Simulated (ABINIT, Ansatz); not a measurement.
## A GW chain in ABINIT: KNaMg2F6 (P4/mmm)

Aim: the G0W0 gap of KNaMg2F6 (P4/mmm) on LDA, step by step.

Main program and level: ABINIT 10.8.3; LDA and many-body steps on it, plane waves.

## (1) Set-up

The structure is tetragonal, space group P4/mmm (No. 123). The conventional cell has a = 4.008 Å, b = 4.008 Å, c = 7.995 Å, α = 90.00°, β = 90.00°, γ = 90.00°. Nearest to K lie 12 F at 2.83 to 2.87 Å. Na has 12 F at 2.79 to 2.83 Å nearest. Mg has 6 F at 1.97 to 2.03 Å nearest. F has 2 Mg at 2.00 Å and 2 Na at 2.79 Å and 2 K at 2.87 Å nearest. Nearest to F lie 2 Mg at 1.97 Å and 4 Na at 2.83 Å. Nearest to F lie 2 Mg at 2.03 Å and 4 K at 2.83 Å. Farther neighbours and most contacts between anions are not listed.

The cell and positions are those that the Materials Project relaxed with its own functionals (PBE, PBE+U or r2SCAN), kept fixed.

## (2) Ground state

This step: ABINIT 10.8.3; DFT, LDA, plane waves, norm-conserving pseudopotentials.

The ground-state density comes first.

File run.abi:

```
acell 3*1.0 Angstrom
rprim 
  4.007581000000 0.000000000000 0.000000000000
  0.000000000000 4.007581000000 0.000000000000
  0.000000000000 0.000000000000 7.994870000000
ntypat 4
znucl 19 11 12 9
natom 10
typat 1 2 3 3 4 4 4 4 4 4
xred 
  0.500000000000 0.500000000000 0.500000000000
  0.500000000000 0.500000000000 0.000000000000
  0.000000000000 0.000000000000 0.246633000000
  0.000000000000 0.000000000000 0.753367000000
  0.500000000000 0.000000000000 0.243520000000
  0.500000000000 0.000000000000 0.756480000000
  0.000000000000 0.500000000000 0.756480000000
  0.000000000000 0.500000000000 0.243520000000
  0.000000000000 0.000000000000 0.000000000000
  0.000000000000 0.000000000000 0.500000000000
pp_dirpath "pseudos"
pseudos "K.upf, Na.upf, Mg.upf, F.upf"
ecut 38
ngkpt 6 6 4
nshiftk 1
shiftk 0 0 0
kptopt 1
chksymbreak 0
nband 49
occopt 1
tolvrs 1e-10
nstep 60
prtwf 0
optforces 0
optstress 0
indata_prefix "in"
outdata_prefix "out"
tmpdata_prefix "tmp"
```

Run with:

```
$ OMP_NUM_THREADS=1 mpirun -n 4 abinit run.abi > log
```

Numbers of over 12 decimals in the logs are rounded to 6 here.

Output:

```text
.Version 10.8.3 of ABINIT. v10.8.2 released Aug 2026.

 Symmetries : space group P4/m m m (#123); Bravais tP (primitive tetrag.)
================================================================================
 Values of the parameters that define the memory need of the present run
     intxc =       0    ionmov =       0      iscf =       7    lmnmax =       6
     lnmax =       6     mgfft =      90  mpssoang =       3    mqgrid =    4193
     natom =      10  nloc_mem =       1    nspden =       1   nspinor =       1
    nsppol =       1      nsym =      16    n1xccc =    2501    ntypat =       4
    occopt =       1   xclevel =       1
-    mband =          49        mffmem =           1         mkmem =           8
       mpw =        9727          nfft =      182250          nkpt =          30
================================================================================
  Rough estimation (10% accuracy) of disk space for files :
================================================================================

--------------------------------------------------------------------------------
------------- Echo of variables that govern the present computation ------------
--------------------------------------------------------------------------------
 -outvars: echo values of preprocessed input variables --------
            acell      1.8897261259E+00  1.8897261259E+00  1.8897261259E+00 Bohr

      chksymbreak           0
             ecut      3.80000000E+01 Hartree
-          fftalg         312

              ixc       -1012
              kpt      0.00000000E+00  0.00000000E+00  0.00000000E+00
                       1.66666667E-01  0.00000000E+00  0.00000000E+00
                       3.33333333E-01  0.00000000E+00  0.00000000E+00
                       5.00000000E-01  0.00000000E+00  0.00000000E+00
                       1.66666667E-01  1.66666667E-01  0.00000000E+00
                       3.33333333E-01  1.66666667E-01  0.00000000E+00
                       5.00000000E-01  1.66666667E-01  0.00000000E+00
                       3.33333333E-01  3.33333333E-01  0.00000000E+00
                       5.00000000E-01  3.33333333E-01  0.00000000E+00
   [... 19 further rows ...]
                       5.00000000E-01  3.33333333E-01  5.00000000E-01
                       5.00000000E-01  5.00000000E-01  5.00000000E-01
         kptrlatt        6    0    0      0    6    0      0    0    4
          kptrlen      4.54393831E+01
P           mkmem           8
            natom          10
            nband          49
            ngfft          45      45      90
             nkpt          30
            nstep          60
             nsym          16
           ntypat           4
              occ      2.000000  2.000000  2.000000  2.000000  2.000000  2.000000
                       2.000000  2.000000  2.000000  2.000000  2.000000  2.000000
                       2.000000  2.000000  2.000000  2.000000  2.000000  2.000000
                       2.000000  2.000000  2.000000  2.000000  2.000000  2.000000
                       2.000000  2.000000  2.000000  2.000000  2.000000  2.000000
                       2.000000  2.000000  2.000000  2.000000  2.000000  2.000000
                       2.000000  2.000000  2.000000  2.000000  0.000000  0.000000
                       0.000000  0.000000  0.000000  0.000000  0.000000  0.000000
                       0.000000
        optforces           0
        optstress           0
            prtwf           0
            rprim      4.0075810000E+00  0.0000000000E+00  0.0000000000E+00
[...]
spgroup         123

           tolvrs      1.00000000E-10

             xred      5.0000000000E-01  5.0000000000E-01  5.0000000000E-01
[...]
znucl       19.00000   11.00000   12.00000    9.00000

================================================================================

 chkinp: Checking input parameters for consistency.

================================================================================
== DATASET  1 ==================================================================
-   mpi_nproc: 4, omp_nthreads: 1 (-1 if OMP is not activated)

--- !DatasetInfo
iteration_state: {dtset: 1, }
dimensions: {natom: 10, nkpt: 30, mband: 49, nsppol: 1, nspinor: 1, nspden: 1, mpw: 9727, }
cutoff_energies: {ecut:  38.0, pawecutdg:  -1.0, }
electrons: {nelect:   8.00000000E+01, charge:   0.00000000E+00, occopt:   1.00000000E+00, tsmear:   1.00000000E-02, }

 Real(R)+Recip(G) space primitive vectors, cartesian coordinates (Bohr,Bohr^-1):
 R(1)=  7.5732305  0.0000000  0.0000000  G(1)=  0.1320440  0.0000000  0.0000000
 R(2)=  0.0000000  7.5732305  0.0000000  G(2)=  0.0000000  0.1320440  0.0000000
 R(3)=  0.0000000  0.0000000 15.1081147  G(3)=  0.0000000  0.0000000  0.0661896
 Unit cell volume ucvol=  8.6650810E+02 bohr^3
 Angles (23,13,12)=  9.00000000E+01  9.00000000E+01  9.00000000E+01 degrees

 getcut: wavevector=  0.0000  0.0000  0.0000  ngfft=  45  45  90
         ecut(hartree)=     38.000   => boxcut(ratio)=   2.09370

--- Pseudopotential description ------------------------------------------------
- K Generated using ONCVPSP code by D. R. Hamann
- 19.00000   9.00000  180309                  znucl, zion, pspdat
12 -1012 2 -1 2170                            pspcod,pspxc,lmax,lloc,mmax
     nproj     2     2     2
[...]
5.25893823E+03                                ecore*ucvol(ha*bohr**3)
--------------------------------------------------------------------------------

_setup2: Arith. and geom. avg. npw (full set) are    9694.132    9694.105

================================================================================

--- !BeginCycle
iteration_state: {dtset: 1, }
solver: {iscf: 7, nstep: 60, nline: 4, wfoptalg: 0, }
tolerances: {tolvrs: 1.00E-10, }

     iter   Etot(hartree)      deltaE(h)  residm     vres2
 ETOT  1  -341.79179495435    -3.418E+02 1.464E-01 8.804E+02
 ETOT  2  -341.98337205344    -1.916E-01 1.290E-02 6.161E+02
 ETOT  3  -342.23919677954    -2.558E-01 1.395E-02 3.830E+01
 ETOT  4  -342.24586461242    -6.668E-03 5.391E-03 2.903E+00
 ETOT  5  -342.24598918615    -1.246E-04 3.081E-03 2.156E+00
 ETOT  6  -342.24604640409    -5.722E-05 1.725E-03 5.015E-01
 ETOT  7  -342.24606340651    -1.700E-05 1.489E-03 2.738E-01
 ETOT  8  -342.24606827784    -4.871E-06 1.575E-03 3.122E-02
 ETOT  9  -342.24606887007    -5.922E-07 2.031E-03 1.835E-03
 ETOT 10  -342.24606893958    -6.951E-08 1.220E-03 1.820E-04
 ETOT 11  -342.24606896653    -2.695E-08 9.684E-04 1.701E-05
 ETOT 12  -342.24606897017    -3.638E-09 4.875E-04 6.302E-07
 ETOT 13  -342.24606897026    -9.123E-11 3.486E-04 1.693E-08
 ETOT 14  -342.24606897024     1.938E-11 2.228E-04 4.986E-10
 ETOT 15  -342.24606897025    -1.125E-11 1.455E-04 1.185E-10
 ETOT 16  -342.24606897028    -3.479E-11 8.956E-05 7.461E-12

 At SCF step   16       vres2   =  7.46E-12 < tolvrs=  1.00E-10 =>converged.

--- !ResultsGS
iteration_state: {dtset: 1, }
comment   : Summary of ground state results
lattice_vectors:
- [  7.5732305,   0.0000000,   0.0000000, ]
- [  0.0000000,   7.5732305,   0.0000000, ]
- [  0.0000000,   0.0000000,  15.1081147, ]
lattice_lengths: [   7.57323,    7.57323,   15.10811, ]
lattice_angles: [ 90.000,  90.000,  90.000, ] # degrees, (23, 13, 12)
lattice_volume:   8.6650810E+02
convergence: {deltae: -3.479E-11, res2:  7.461E-12, residm:  8.956E-05, diffor:  0.000E+00, }
etotal    :  -3.42246069E+02
entropy   :   0.00000000E+00
fermie    :  -1.88552285E-02
cartesian_stress_tensor: null
pressure_GPa: null
xred      :
- [  5.0000E-01,   5.0000E-01,   5.0000E-01,  K]
- [  5.0000E-01,   5.0000E-01,   0.0000E+00, Na]
- [  0.0000E+00,   0.0000E+00,   2.4663E-01, Mg]
- [  0.0000E+00,   0.0000E+00,   7.5337E-01, Mg]
- [  5.0000E-01,   0.0000E+00,   2.4352E-01,  F]
- [  5.0000E-01,   0.0000E+00,   7.5648E-01,  F]
- [  0.0000E+00,   5.0000E-01,   7.5648E-01,  F]
- [  0.0000E+00,   5.0000E-01,   2.4352E-01,  F]
- [  0.0000E+00,   0.0000E+00,   0.0000E+00,  F]
- [  0.0000E+00,   0.0000E+00,   5.0000E-01,  F]
cartesian_forces: null
force_length_stats: {min: null, max: null, mean: null, }

 Integrated electronic density in atomic spheres:
 ------------------------------------------------
 Atom  Sphere_radius  Integrated_density
[...]
================================================================================

 ----iterations are completed or convergence reached----

 Mean square residual over all n,k,spin=   17.634E-08; max=  89.557E-06
 reduced coordinates (array xred) for   10 atoms
[...]
0.500000000000      0.000000000000      0.756480000000
       0.000000000000      0.500000000000      0.756480000000
       0.000000000000      0.500000000000      0.243520000000
       0.000000000000      0.000000000000      0.000000000000
       0.000000000000      0.000000000000      0.500000000000
 rms dE/dt=  0.0000E+00; max dE/dt=  0.0000E+00; dE/dt below (all hartree)
    1       0.000000000000      0.000000000000      0.000000000000
    2       0.000000000000      0.000000000000      0.000000000000
    3       0.000000000000      0.000000000000      0.000000000000
    4       0.000000000000      0.000000000000      0.000000000000
    5       0.000000000000      0.000000000000      0.000000000000
    6       0.000000000000      0.000000000000      0.000000000000
    7       0.000000000000      0.000000000000      0.000000000000
    8       0.000000000000      0.000000000000      0.000000000000
    9       0.000000000000      0.000000000000      0.000000000000
   10       0.000000000000      0.000000000000      0.000000000000

 cartesian coordinates (angstrom) at end:
[...]
6      2.003791     0.000000     6.047959
    7      0.000000     2.003791     6.047959
    8      0.000000     2.003791     1.946911
    9      0.000000     0.000000     0.000000
   10      0.000000     0.000000     3.997435
 length scales=  1.889726125908  1.889726125908  1.889726125908 bohr
              =  1.000000000000  1.000000000000  1.000000000000 angstroms
 prteigrs : about to open file out_EIG
 Fermi (or HOMO) energy (hartree) =  -0.01886   Average Vxc (hartree)=  -0.37304
 Eigenvalues (hartree) for nkpt=  30  k points:
 kpt#   1, nband= 49, wtk=  0.00694, kpt=  0.0000  0.0000  0.0000 (reduced coord)
  -2.59190   -2.59190   -1.76463   -1.39539   -1.39515   -1.39515   -1.39514   -1.39514
  -1.39514   -0.95133   -0.75540   -0.75331   -0.75331   -0.74238   -0.73262   -0.72387
  -0.71631   -0.71599   -0.71579   -0.35224   -0.35143   -0.35143   -0.11169   -0.11169
  -0.11132   -0.10276   -0.10276   -0.10108   -0.07626   -0.05361   -0.05361   -0.04984
  -0.04164   -0.04131   -0.04131   -0.03824   -0.03824   -0.03363   -0.03357   -0.03357
   0.20473    0.31282    0.32412    0.34861    0.38132    0.42420    0.42420    0.42839
   0.45761
 prteigrs : prtvol=0 or 1, do not print more k-points.

--- !EnergyTerms
iteration_state     : {dtset: 1, }
comment             : Components of total free energy in Hartree
kinetic             :  2.02854660576941E+02
hartree             :  1.10115688046684E+02
xc                  : -6.09486129939573E+01
Ewald energy        : -1.98967968352777E+02
psp_core            :  6.06911606795744E+00
local_psp           : -3.38037380717330E+02
non_local_psp       : -6.33315715978024E+01
total_energy        : -3.42246068970285E+02
total_energy_eV     : -9.31298997391907E+03
band_energy         : -5.03269577966511E+01

== END DATASET(S) ==============================================================
================================================================================

 -outvars: echo values of variables after computation  --------
           etotal     -3.4224606897E+02
            nband          49
             nkpt          30
          spgroup         123
 [... the other variables as echoed above ...]

 Calculation completed.
```

The job ended after 6 min (4 MPI ranks of Intel Xeon 6975P-C (Granite Rapids), shared host; peak memory 0.68 GiB; 24 min of CPU time).

Numbers from this step:

```yaml
total_energy: -9312.9900 eV
gap: 6.084 eV
k_of_the_valence_top: 0.5, 0.5, 0
k_of_the_conduction_bottom: 0, 0, 0
least_direct_gap: 6.484 eV
```

The gap is indirect, with the least direct gap 0.40 eV higher.

(Continued in part 2 of 3.)

[Paths, hosts, dates, memory and timing lines, banners, echoed tables and standing remarks are left out of the program output.]

[Logs are printed without paths, hosts, clocks, repeated set-up lines and the standing remarks that a program may print on its own settings, such as how far it seeks lower states.]

[Runs of the session that timed out or met a known fault of the program may be left out.]

[Hosts, paths, dates, database ids (printed as entryN), source tags and the programs' standing remarks are cut or masked in the printed files.]

[G0W0 gaps are taken among the corrected bands and points alone; a level outside them can change the order at an edge.]

[Where Ansatz stands beside ABINIT at settings called matched, ABINIT's density can come from a denser mesh and the files from another edition; pairs whose starting gaps differed by over 0.03 eV were left out, so agreement reads better than it is.]
